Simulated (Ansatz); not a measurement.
## Phonons of HfRu (Pm-3m) against volume

Does HfRu (Pm-3m) expand much on heating, by its phonons?

Method: DFT PBEsol, scalar-relativistic, plane waves, PAW; PAW set soft_1, in Ansatz 0.2.0.

## 1. Starting point

The structure is cubic, space group Pm-3m (No. 221). The conventional cell has a = 3.209 Å, b = 3.209 Å, c = 3.209 Å, α = 90.00°, β = 90.00°, γ = 90.00°. Hf has 8 Ru at 2.78 Å nearest. Nearest to Ru lie 8 Hf at 2.78 Å. Farther neighbours are not listed.

## 2. Response at finite wavevector

The cell comes from relaxations at this level that are not shown. Stability and thermal properties need the whole zone. Linear response on a 4×4×4 q mesh gives force constants as far as a supercell of that size would.

Input file input.yaml:

```yaml
crystal:
  lattice:
    - [3.2085981561, 0.0, 0.0]
    - [0.0, 3.2085981561, 0.0]
    - [0.0, 0.0, 3.2085981561]
  atoms:
    - { symbol: Hf, position: [0.0, 0.0, 0.0] }
    - { symbol: Ru, position: [0.5, 0.5, 0.5] }
kpoints:
  mp_grid: { grid: [16, 16, 16] }
hamiltonian:
  xc: pbesol
  pseudopotentials: { kind: paw, azcp: { folder: soft_1 }, xc_functional: pbe }
scf:
  occupations: { method: methfessel_paxton, width: 0.2 }
output:
  eigenvalues: true
phonons:
  method: dfpt
  qmesh: [4, 4, 4]
  temperatures: { t_max: 1000, t_step: 50 }
  qpath:
    path:
      - [[0.0, 0.0, 0.0], [0.0, 0.5, 0.0], [0.5, 0.5, 0.0], [0.0, 0.0, 0.0], [0.5, 0.5, 0.5], [0.0, 0.5, 0.0]]
      - [[0.5, 0.5, 0.5], [0.5, 0.5, 0.0]]
    npoints: 10
```

Command:

```bash
> ansatz run input.yaml --threads 4 --pin off --max-ram 10240MiB --backend cpu --events-out ev --progress --plain --runs-dir out
```

Numbers of over 12 decimals in the logs are rounded to 6 here.

What it wrote:

```text
Engine: ansatz 0.2.0, aarch64-unknown-linux-gnu
Pseudopotentials: kind: paw
Pseudopotential: Hf, paw, valence charge 26, recommended cutoff 420 eV (normal), soft_1/Hf.paw.azcp
Pseudopotential: Ru, paw, valence charge 16, recommended cutoff 420 eV (normal), soft_1/Ru.paw.azcp
Functional definition: PBEsol
  exchange = pbesol_x
  correlation = pbesol_c
Crystal: 2 atoms, lattice volume = 33.033 Å³
Basis set: ecut = 420 eV, 619 PW (Γ), exchange–correlation on 48×48×48 points (8 copies of the dense FFT grid, shifted against one another)
Bands: 26, of which v1, the nominal top of the filled ones, is band 21 counted from 1 (20 counted from 0)
Symmetry: 48 space group operations
k-points: 165 of 4096
Non-local potential: Hf, projectors of the file, l = 0: 3, l = 1: 2, l = 2: 2, l = 3: 3
Non-local potential: Ru, projectors of the file, l = 0: 3, l = 1: 2, l = 2: 2, l = 3: 1
PAW form: soft (Blöchl's): semilocal exchange-correlation on the pseudo side does not see the compensation charge
PAW frozen core: Hf, regenerated for the run's functional, and the local potential with it (the file was generated under x = pbe(κ = 0.804, μ = 0.219515), c = pbe(β = 0.066725))
PAW frozen core: Ru, regenerated for the run's functional, and the local potential with it (the file was generated under x = pbe(κ = 0.804, μ = 0.219515), c = pbe(β = 0.066725))
PAW one-centre angular grid: Hf, 590 points (default); XC on 64 Gauss nodes
PAW one-centre angular grid: Ru, 590 points (default); XC on 64 Gauss nodes
Initial density: superposition of atomic densities (chi_scale 0.1, normalization cell, long waves kept (reshape's long-wave potential 0.00 eV rms))
Initial wavefunctions: pseudopotential atomic-orbital guess
Functional: x = pbesol(κ = 0.804, μ = 0.123457), c = pbesol(β = 0.046)
SCF iter   1: F=—  HF=-21424.068332 eV  |F-HF|=—  |Δ(HF+E_count)|=         —  Δρ=3.08e-1  dr2=5.54e1  ethr=3.10e-3  ⟨swp⟩=4.8  Hψ=16482  notcnv=0
preconditioner: auto → Kerker (q_TF=auto, 2.840 Å⁻¹)  [metal: Δε(μ)=0.008 eV  Ē_g=20.755 eV  σ=0.200 eV  W_gap=0.03  n_scr=18 (ndim 8)  ℏωp=39.8 eV  f_vac=0.000  D(μ)=1.06/eV (n_scr^D=6)]
SCF iter   2: F=—  HF=-21418.912448 eV  |F-HF|=—  |Δ(HF+E_count)|=    5.16e0  S|Δr|=    0.00e0  Δρ=1.65e-1  dr2=1.63e1  ethr=3.10e-3  ⟨swp⟩=2.0  Hψ=9477  notcnv=0  defer=89
SCF iter   3: F=—  HF=-21416.993876 eV  |F-HF|=—  |Δ(HF+E_count)|=    1.92e0  S|Δr|=    0.00e0  Δρ=2.60e-2  dr2=2.36e-1  ethr=3.10e-3  ⟨swp⟩=3.0  Hψ=9194  notcnv=0  defer=90
SCF iter   4: F=—  HF=-21416.892477 eV  |F-HF|=—  |Δ(HF+E_count)|=   1.01e-1  S|Δr|=    0.00e0  Δρ=1.55e-2  dr2=6.62e-2  ethr=5.63e-4  ⟨swp⟩=2.3  Hψ=9639  notcnv=0  defer=63
SCF iter   5: F=—  HF=-21416.869961 eV  |F-HF|=—  |Δ(HF+E_count)|=   2.25e-2  S|Δr|=    0.00e0  Δρ=6.63e-3  dr2=2.27e-2  ethr=1.58e-4  ⟨swp⟩=2.0  Hψ=7363  notcnv=0  defer=63
SCF iter   6: F=—  HF=-21416.867744 eV  |F-HF|=—  |Δ(HF+E_count)|=   2.22e-3  S|Δr|=    0.00e0  Δρ=1.69e-3  dr2=1.12e-3  ethr=5.40e-5  ⟨swp⟩=1.5  Hψ=4352  notcnv=0  defer=63
SCF iter   7: F=—  HF=-21416.867420 eV  |F-HF|=—  |Δ(HF+E_count)|=   3.24e-4  S|Δr|=    0.00e0  Δρ=2.25e-4  dr2=1.43e-5  ethr=2.66e-6  ⟨swp⟩=2.0  Hψ=6621  notcnv=0  defer=63
SCF iter   8: F=—  HF=-21416.867428 eV  |F-HF|=—  |Δ(HF+E_count)|=   7.28e-6  S|Δr|=    0.00e0  Δρ=7.80e-5  dr2=1.78e-6  ethr=3.41e-8  ⟨swp⟩=2.1  Hψ=7099  notcnv=0  defer=63
SCF iter   9: F=—  HF=-21416.867424 eV  |F-HF|=—  |Δ(HF+E_count)|=   3.23e-6  S|Δr|=    0.00e0  Δρ=1.97e-5  dr2=1.18e-7  ethr=4.25e-9  ⟨swp⟩=2.1  Hψ=7494  notcnv=0  defer=62
SCF iter  10: F=—  HF=-21416.867424 eV  |F-HF|=—  |Δ(HF+E_count)|=   8.38e-8  S|Δr|=    0.00e0  Δρ=3.35e-6  dr2=3.40e-9  ethr=2.82e-10  ⟨swp⟩=2.1  Hψ=7578  notcnv=0  defer=62
SCF iter  11: F=—  HF=-21416.867424 eV  |F-HF|=—  |Δ(HF+E_count)|=  2.18e-11  S|Δr|=    0.00e0  Δρ=3.71e-7  dr2=2.33e-11  ethr=8.10e-12  ⟨swp⟩=2.2  Hψ=5721  notcnv=0  defer=62
SCF iter  12: F=-21416.867424 eV  HF=-21416.867424 eV  |F-HF|=7.28e-12  |Δ(HF+E_count)|=    0.00e0  S|Δr|=    0.00e0  Δρ=8.15e-8  dr2=2.71e-12  ethr=1.00e-12  ⟨swp⟩=8.7  Hψ=23985  notcnv=0
SCF 1 converged in 12 iterations: F = -21416.867424 eV  dr2 = 2.71e-12
  greatest PAW one-centre occupation: 1.000 electrons in one spin orbital (limit 2), on the Ru atom at site 1 (counted from 0), in its partial waves of l = 0
Initial density: read from a saved state, or passed on in memory by an earlier SCF of this step, an earlier step, the calling program or the single point that the run made first
iter 1 solved again at ethr=7.21e-9 eV; its pass at ethr=3.10e-3 eV (dr2=3.03e-6 eV) is discarded
SCF iter   1: F=—  HF=-21416.867424 eV  |F-HF|=—  |Δ(HF+E_count)|=         —  Δρ=1.90e-7  dr2=1.69e-11  ethr=7.21e-9  ⟨swp⟩=4.3  Hψ=32927  notcnv=0
eigensolver tolerance schedule: the retry pair's looser diagonalisation over-reported the residual by 178753.67 of it (diagonalisation noise at 0.71 of the residual, at the tolerance the schedule requests for it); recorded, not acted on — ethr = c·dr2/N_el stays at c = 1.0e-1
preconditioner: auto → Kerker (q_TF=auto, 2.840 Å⁻¹)  [metal: Δε(μ)=0.012 eV  Ē_g=14.938 eV  σ=0.200 eV  W_gap=0.05  n_scr=18 (ndim 8)  ℏωp=36.5 eV  f_vac=0.000  D(μ)=0.47/eV (n_scr^D=0)]
SCF iter   2: F=-21416.867424 eV  HF=-21416.867424 eV  |F-HF|=3.64e-12  |Δ(HF+E_count)|=   1.27e-7  S|Δr|=    0.00e0  Δρ=1.23e-7  dr2=6.89e-12  ethr=1.00e-12  ⟨swp⟩=4.9  Hψ=23637  notcnv=0
SCF 2 converged in 2 iterations: F = -21416.867424 eV  dr2 = 6.89e-12
phonons: the bands overlap, so this run is a metal and interpolates without the dipole-dipole term. If the crystal is really an insulator or semiconductor, its LO-TO splitting is missing
NSCF: frozen V_eff on 165 k-points
NSCF: frozen V_eff on 405 k-points
DFPT response loops at q = (0, 0, 0) (fractional): preconditioner auto → Kerker (q_TF=auto, 2.840 Å⁻¹) (partly filled bands, converged f_vac=0.000); β = 1.00, the filter's whole step (`scf.mixing.beta` (0.50) is not read by the response loops under this deck's `scf.mixing.preconditioner`; to damp them name `kerker` or `kerker_dos`, under which they read `scf.mixing.beta`, and type it under 1.00, their step now; both keys bind the ground state too); Broyden in place of MSR1
NSCF: frozen V_eff on 2592 k-points
DFPT response loops at q = (0, 0, 0.25) (fractional): mixed as the last ones told, above
NSCF: frozen V_eff on 1458 k-points
DFPT response loops at q = (0, 0, -0.5) (fractional): mixed as the last ones told, above
NSCF: frozen V_eff on 4608 k-points
DFPT response loops at q = (0, 0.25, 0.25) (fractional): mixed as the last ones told, above
NSCF: frozen V_eff on 2592 k-points
DFPT response loops at q = (0, 0.25, -0.5) (fractional): mixed as the last ones told, above
NSCF: frozen V_eff on 1458 k-points
DFPT response loops at q = (0, -0.5, -0.5) (fractional): mixed as the last ones told, above
NSCF: frozen V_eff on 4352 k-points
DFPT response loops at q = (0.25, 0.25, 0.25) (fractional): mixed as the last ones told, above
NSCF: frozen V_eff on 4608 k-points
DFPT response loops at q = (0.25, 0.25, -0.5) (fractional): mixed as the last ones told, above
NSCF: frozen V_eff on 2592 k-points
DFPT response loops at q = (0.25, -0.5, -0.5) (fractional): mixed as the last ones told, above
NSCF: frozen V_eff on 810 k-points
DFPT response loops at q = (-0.5, -0.5, -0.5) (fractional): mixed as the last ones told, above
SCF converged after 12 iterations
Stability not checked: this state was not tested for a lower state beside it, because cold or Methfessel-Paxton smearing, or corrected tetrahedra, fill the levels in a way that the test cannot read (fill_not_monotonic; see scf.lower_state_search)
Free energy (F): -21416.867424 eV
Harris-Foulkes:  -21416.867424 eV  (|F-HF|=7.28e-12)
Internal energy: -21416.867422 eV  (E = F + TS)
E sigma→0 (E₀):  -21416.867424 eV
Entropy (-TS):   -0.000002 eV (-0.001 meV/atom)
Fermi energy:    21.943792 eV
--- Per-component energies (eV) ---
  E_band       = 12.484558
  E_kinetic    = 871.827491
  E_local      = -7259.438097  (includes V_loc(G=0)·N_el)
  E_nonlocal   = 483.208391
  E_hartree    = 3370.405772
  E_xc         = -435.047010
  E_vxc        = -470.840795  (∫ρ·V_xc dr)
  E_paw        = -11018.441766  (= ΣΔE_a)
  E_vpaw       = -353.084681  (= ΣTr[D̂ρ^β])
  E_aug_tail   = 0.000725  (compensation charges beyond the density's cutoff)
  E_ewald      = -7430.887281
  E_core_change = 1.504353  (= ΣΔE_core)
  E_smearing   = -0.000002  (= −TS)
  E_closure    = 0.000000  (closes the sum)
  Σ components = -21416.867424   (vs F -21416.867424, Δ=0.00e0)
--- Band table (eV; the first three rows and the last of 165) ---
  k-point 0: bands = [... 17 lower, 16.8328, 20.2562, 20.2562, 20.2562, 24.0603, 24.0603, 27.7495, 27.7495, ... 1 higher]
  k-point 1: bands = [... 17 lower, 16.8991, 20.2465, 20.2465, 20.2808, 23.9583, 24.0947, 27.3399, 27.3399, ... 1 higher]
  k-point 2: bands = [... 17 lower, 17.0890, 20.2208, 20.2208, 20.3523, 23.6669, 24.1845, 26.5346, 26.5346, ... 1 higher]
  k-point 164: bands = [... 17 lower, 18.9179, 20.0501, 20.0501, 20.0501, 22.0291, 22.0291, 28.3648, 28.3648, ... 1 higher]
--- Phonons (Γ-DFPT): 2 representative perturbations + reference (Σ response iterations 6) ---
  ASR residual: 6.403e-5 → 0.000e0 eV/Å²; symmetrization residual: 6.996e-6 eV/Å²
  ASR residual per site (eV/Å²): 2.50e-6 6.40e-5
  Γ frequencies (cm⁻¹): 0.00 0.00 0.00 171.54 171.54 171.54
--- Phonons (arbitrary-q DFPT): 10 irreducible q on the 4×4×4 mesh ---
  q = [0.0000, 0.0000, 0.0000] (star 1, of the zone-centre solve; hermiticity 2.00e-6, symmetrization 2.95e-12): -0.00 0.00 0.00 171.54 171.54 171.54
  q = [0.0000, 0.0000, 0.2500] (star 6, 4 solved perturbations in 4032 linear systems a pass and spin channel, the states on 1296 of 4096 k-point pairs; hermiticity 9.56e-7, symmetrization 1.51e-12): 61.61 61.61 127.18 166.78 166.78 203.34
  q = [0.0000, 0.0000, -0.5000] (star 3, 4 solved perturbations in 2268 linear systems a pass and spin channel, the states on 729 of 4096 k-point pairs; hermiticity 2.21e-14, symmetrization 1.53e-12): 90.34 90.34 165.20 165.20 207.42 207.95
  q = [0.0000, 0.2500, 0.2500] (star 12, 4 solved perturbations in 7056 linear systems a pass and spin channel, the states on 2304 of 4096 k-point pairs; hermiticity 4.04e-7, symmetrization 3.86e-13): 81.66 100.89 151.28 166.96 189.26 196.50
  q = [0.0000, 0.2500, -0.5000] (star 12, 6 solved perturbations on 1296 of 4096 k-point pairs; hermiticity 6.55e-7, symmetrization 6.90e-14): 97.57 123.08 166.89 168.26 195.02 205.38
  q = [0.0000, -0.5000, -0.5000] (star 3, 4 solved perturbations in 2268 linear systems a pass and spin channel, the states on 729 of 4096 k-point pairs; hermiticity 3.75e-7, symmetrization 3.42e-13): 102.97 147.36 147.36 161.99 208.87 208.87
  q = [0.2500, 0.2500, 0.2500] (star 8, 2 solved perturbations on 2176 of 4096 k-point pairs; hermiticity 5.10e-7, symmetrization 5.41e-13): 117.08 117.08 151.10 188.77 188.77 194.91
  q = [0.2500, 0.2500, -0.5000] (star 12, 4 solved perturbations in 7056 linear systems a pass and spin channel, the states on 2304 of 4096 k-point pairs; hermiticity 1.85e-7, symmetrization 1.14e-13): 127.91 130.49 163.44 187.87 192.04 204.03
  q = [0.2500, -0.5000, -0.5000] (star 6, 4 solved perturbations in 4032 linear systems a pass and spin channel, the states on 1296 of 4096 k-point pairs; hermiticity 9.00e-8, symmetrization 4.30e-13): 133.32 154.54 154.54 191.37 207.31 207.31
  q = [-0.5000, -0.5000, -0.5000] (star 1, 2 solved perturbations on 405 of 4096 k-point pairs; hermiticity 9.19e-14, symmetrization 6.67e-12): 160.74 160.74 160.74 211.25 211.25 211.25
  sum rule: each row above includes the acoustic sum rule's correction from the zone centre's row sums; it moved no ω² by more than (0.42 cm⁻¹)²
  mesh force constants: q→R imaginary residual 1.20e-18; ASR residual 6.403e-5 → 0.000e0 eV/Å²; symmetrization residual 1.243e-14 eV/Å²
  interpolated dispersion: 62 rows × 6 modes
  density of states and harmonic sums: on the 20×20×20 q-mesh, interpolated from the force constants of a 4×4×4 supercell (no non-analytic term)
  largest difference from the sums on the solved wave vectors: F 1.22e-2 eV, S 1.62e-5 and C_V 4.01e-6 eV/K
  zero-point energy: 0.058398 eV/cell   skipped modes (ω ≤ 0): 3   left out of the sums: 6.25e-5 of the cell's modes: C_V's classical limit lies that fraction below 3 k_B per atom; for a crystal, a wire or a layer, F and S can be off by more, and a phonons.interpolated_qmesh denser along its periods is the remedy for the sampling
```

The job ended after 17 min (4 threads of Arm Neoverse V1, shared host; peak memory 4.8 GiB; 67 min of CPU time).

In the SCF lines HF is the Harris–Foulkes energy and dr2 the Hartree energy of the density residual, in eV; the loop may stop once dr2 is under the threshold and the program's other checks hold. Hψ counts applications of the Hamiltonian.

This step gave:

```yaml
volume_per_atom: 16.52 Å³
gap_on_the_k_mesh: 0 eV
sum_rule_residual_before_enforcement: 6.40e-5 eV/Å²
lowest_frequency_on_the_path: 0 cm⁻¹
point_group: m-3m
highest_frequency_on_the_path_or_at_a_solved_wavevector: 215.8 cm⁻¹
mean_frequency: 157 cm⁻¹
debye_temperature_second_moment: 302 K
logarithmic_mean_frequency: 150.1 cm⁻¹
highest_optical_mode_at_the_zone_centre_no_lo_to_term: 171.5 cm⁻¹
lowest_optical_zone_centre_mode: 171.5 cm⁻¹
lowest_mode_on_the_q_mesh_acoustic_modes_at_gamma_apart: 61.61 cm⁻¹
zero_point_energy_per_atom: 29.2 meV
heat_capacity_at_300_k: 23.73 J/(mol atoms K)
vibrational_entropy_at_300_k: 33.77 J/(mol atoms K)
```

Frequencies (cm⁻¹) solved at each irreducible wavevector; negative means imaginary. Frequencies by wavevector, by row:

```tsv
q in reciprocal lattice units	star	mode 1	mode 2	mode 3	mode 4	mode 5	mode 6
0 0 0	1	0	0	0	171.5	171.5	171.5
0 0 0.25	6	61.6	61.6	127.2	166.8	166.8	203.3
0 0 -0.5	3	90.3	90.3	165.2	165.2	207.4	207.9
0 0.25 0.25	12	81.7	100.9	151.3	167	189.3	196.5
0 0.25 -0.5	12	97.6	123.1	166.9	168.3	195	205.4
0 -0.5 -0.5	3	103	147.4	147.4	162	208.9	208.9
0.25 0.25 0.25	8	117.1	117.1	151.1	188.8	188.8	194.9
0.25 0.25 -0.5	12	127.9	130.5	163.4	187.9	192	204
0.25 -0.5 -0.5	6	133.3	154.5	154.5	191.4	207.3	207.3
-0.5 -0.5 -0.5	1	160.7	160.7	160.7	211.2	211.2	211.2
```

Symmetry leaves 10 wavevectors to solve. The lowest mode among them, the acoustic zeros apart, lies at q = (0, 0, 0.25) and is real, 61.6 cm⁻¹.

## 3. Relaxing at another volume, volume ratio 0.97

The volume is scaled by 0.97 and held; symmetry leaves nothing to relax, so this is a single point. The modes can then be followed against volume.

input.yaml, the sections that differ from step 2:

```yaml
crystal:
  lattice:
    - [3.1761858577, 0.0, 0.0]
    - [0.0, 3.1761858577, 0.0]
    - [0.0, 0.0, 3.1761858577]
  atoms:
    - { symbol: Hf, position: [0.0, 0.0, 0.0] }
    - { symbol: Ru, position: [0.5, 0.5, 0.5] }
output:
  forces: true
  stress: true
  eigenvalues: true
# kpoints, hamiltonian, scf: as in step 2
# phonons: removed
```

What it wrote:

```text
[...]
Crystal: 2 atoms, lattice volume = 32.042 Å³
Basis set: ecut = 420 eV, 619 PW (Γ), exchange–correlation on 48×48×48 points (8 copies of the dense FFT grid, shifted against one another)
Bands: 26, of which v1, the nominal top of the filled ones, is band 21 counted from 1 (20 counted from 0)
Symmetry: 48 space group operations
[...]
k-points: 165 of 4096
[...]
k-point 0: bands = [... 17 lower, 17.3816, 20.9575, 20.9575, 20.9575, 24.8872, 24.8872, 28.7208, 28.7208, ... 1 higher]
  k-point 1: bands = [... 17 lower, 17.4521, 20.9478, 20.9478, 20.9832, 24.7789, 24.9242, 28.2907, 28.2907, ... 1 higher]
  k-point 2: bands = [... 17 lower, 17.6541, 20.9222, 20.9222, 21.0581, 24.4705, 25.0219, 27.4503, 27.4503, ... 1 higher]
  k-point 164: bands = [... 17 lower, 19.6180, 20.7450, 20.7450, 20.7450, 22.8190, 22.8190, 29.3504, 29.3504, ... 1 higher]
[key lines of the parts left out:]
SCF converged after 10 iterations
Free energy (F): -21416.846617 eV
Fermi energy:    22.712211 eV
P = ⅓ Tr σ = 6.9082 GPa (69.082 kbar)
```

It took 2.9 s on 4 threads; peak memory 0.42 GiB; 10 s of CPU time.

Numbers from this step:

| Property | Result |
| --- | --- |
| pressure | 6.908 GPa |
| volume per atom | 16.02 Å³ |

The run ends at a pressure of 6.91 GPa.

## 4. Phonons at the other volume, volume ratio 0.97

The phonons are repeated at this volume on the same k and q meshes.

Edit input.yaml of step 3 so:

```diff
@@ -16,4 +16,11 @@
 output:
-  forces: true
-  stress: true
   eigenvalues: true
+phonons:
+  method: dfpt
+  qmesh: [4, 4, 4]
+  temperatures: { t_max: 1000, t_step: 50 }
+  qpath:
+    path:
+      - [[0.0, 0.0, 0.0], [0.0, 0.5, 0.0], [0.5, 0.5, 0.0], [0.0, 0.0, 0.0], [0.5, 0.5, 0.5], [0.0, 0.5, 0.0]]
+      - [[0.5, 0.5, 0.5], [0.5, 0.5, 0.0]]
+    npoints: 10
```

What it wrote:

```text
[...]
Crystal: 2 atoms, lattice volume = 32.042 Å³
Basis set: ecut = 420 eV, 619 PW (Γ), exchange–correlation on 48×48×48 points (8 copies of the dense FFT grid, shifted against one another)
Bands: 26, of which v1, the nominal top of the filled ones, is band 21 counted from 1 (20 counted from 0)
Symmetry: 48 space group operations
k-points: 165 of 4096
[...]
SCF iter   1: F=—  HF=-21423.897220 eV  |F-HF|=—  |Δ(HF+E_count)|=         —  Δρ=3.08e-1  dr2=5.27e1  ethr=3.10e-3  ⟨swp⟩=4.8  Hψ=16435  notcnv=0
[...]
SCF iter  12: F=-21416.846617 eV  HF=-21416.846617 eV  |F-HF|=3.64e-12  |Δ(HF+E_count)|=  7.28e-12  S|Δr|=    0.00e0  Δρ=8.37e-8  dr2=2.96e-12  ethr=1.00e-12  ⟨swp⟩=9.1  Hψ=23691  notcnv=0
SCF 1 converged in 12 iterations: F = -21416.846617 eV  dr2 = 2.96e-12
[...]
SCF iter   2: F=-21416.846617 eV  HF=-21416.846617 eV  |F-HF|=3.64e-12  |Δ(HF+E_count)|=   1.29e-7  S|Δr|=    0.00e0  Δρ=1.13e-7  dr2=5.11e-12  ethr=1.00e-12  ⟨swp⟩=5.2  Hψ=24636  notcnv=0
SCF 2 converged in 2 iterations: F = -21416.846617 eV  dr2 = 5.11e-12
[...]
NSCF: frozen V_eff on 165 k-points
[...]
SCF converged after 12 iterations
[...]
Free energy (F): -21416.846617 eV
[...]
Internal energy: -21416.846984 eV  (E = F + TS)
E sigma→0 (E₀):  -21416.846709 eV
Entropy (-TS):   0.000367 eV (0.183 meV/atom)
Fermi energy:    22.712229 eV
[...]
--- Band table (eV; the first three rows and the last of 165) ---
  k-point 0: bands = [... 17 lower, 17.3816, 20.9575, 20.9575, 20.9575, 24.8873, 24.8873, 28.7208, 28.7208, ... 1 higher]
  k-point 1: bands = [... 17 lower, 17.4521, 20.9478, 20.9478, 20.9833, 24.7790, 24.9243, 28.2907, 28.2907, ... 1 higher]
  k-point 2: bands = [... 17 lower, 17.6541, 20.9222, 20.9222, 21.0581, 24.4706, 25.0220, 27.4503, 27.4503, ... 1 higher]
  k-point 164: bands = [... 17 lower, 19.6180, 20.7450, 20.7450, 20.7450, 22.8190, 22.8190, 29.3504, 29.3504, ... 1 higher]
[...]
ASR residual: 6.730e-5 → 0.000e0 eV/Å²; symmetrization residual: 3.744e-6 eV/Å²
  ASR residual per site (eV/Å²): 3.77e-6 6.73e-5
  Γ frequencies (cm⁻¹): 0.00 0.00 0.00 184.07 184.07 184.07
--- Phonons (arbitrary-q DFPT): 10 irreducible q on the 4×4×4 mesh ---
[...]
interpolated dispersion: 62 rows × 6 modes
[...]
```

Elapsed: 18 min, on 4 threads; peak memory 4.7 GiB; 68 min of CPU time.

This step gave:

| Item | Value |
| --- | --- |
| sum-rule residual before enforcement | 6.73e-5 eV/Å² |
| highest frequency on the path or at a solved wavevector | 224.7 cm⁻¹ |
| mean frequency | 165.2 cm⁻¹ |
| Debye temperature (second moment) | 318 K |
| logarithmic mean frequency | 157.7 cm⁻¹ |
| highest optical mode at the zone centre (no LO-TO term) | 184.1 cm⁻¹ |
| lowest optical zone-centre mode | 184.1 cm⁻¹ |
| lowest mode on the q mesh (acoustic modes at Γ apart) | 64.78 cm⁻¹ |
| zero-point energy per atom | 30.73 meV |
| heat capacity at 300 K | 23.60 J/(mol atoms K) |
| vibrational entropy at 300 K | 32.59 J/(mol atoms K) |

Frequencies (cm⁻¹) solved at each irreducible wavevector; negative means imaginary. Frequencies by wavevector, by row:

```tsv
q in reciprocal lattice units	star	mode 1	mode 2	mode 3	mode 4	mode 5	mode 6
0 0 0	1	0	0	0	184.1	184.1	184.1
0 0 0.25	6	64.8	64.8	132.5	178	178	213.2
0 0 -0.5	3	96.1	96.1	174.3	174.3	215.4	217
0 0.25 0.25	12	86.2	103.1	158.9	177.3	203	203.8
0 0.25 -0.5	12	103.9	127.8	173.2	176.1	208	217.6
0 -0.5 -0.5	3	109.5	151.7	151.7	171.7	223.6	223.6
0.25 0.25 0.25	8	121.3	121.3	158.2	201.1	201.1	204.1
0.25 0.25 -0.5	12	132.8	136.9	168.4	197.7	205.5	216.2
0.25 -0.5 -0.5	6	140.4	160.3	160.3	201.7	220.3	220.3
-0.5 -0.5 -0.5	1	168.7	168.7	168.7	222.2	222.2	222.2
```

The highest optical mode at the zone centre (no LO-TO term) is 184.1 cm⁻¹, +12.5 cm⁻¹ against the base run.

(Part 1 of 2 ends here.)

[Logs are printed without paths, hosts, clocks, repeated set-up lines and the standing remarks that a program may print on its own settings, such as how far it seeks lower states.]

[Hosts, paths, dates, database ids (printed as entryN), source tags and the programs' standing remarks are cut or masked in the printed files.]
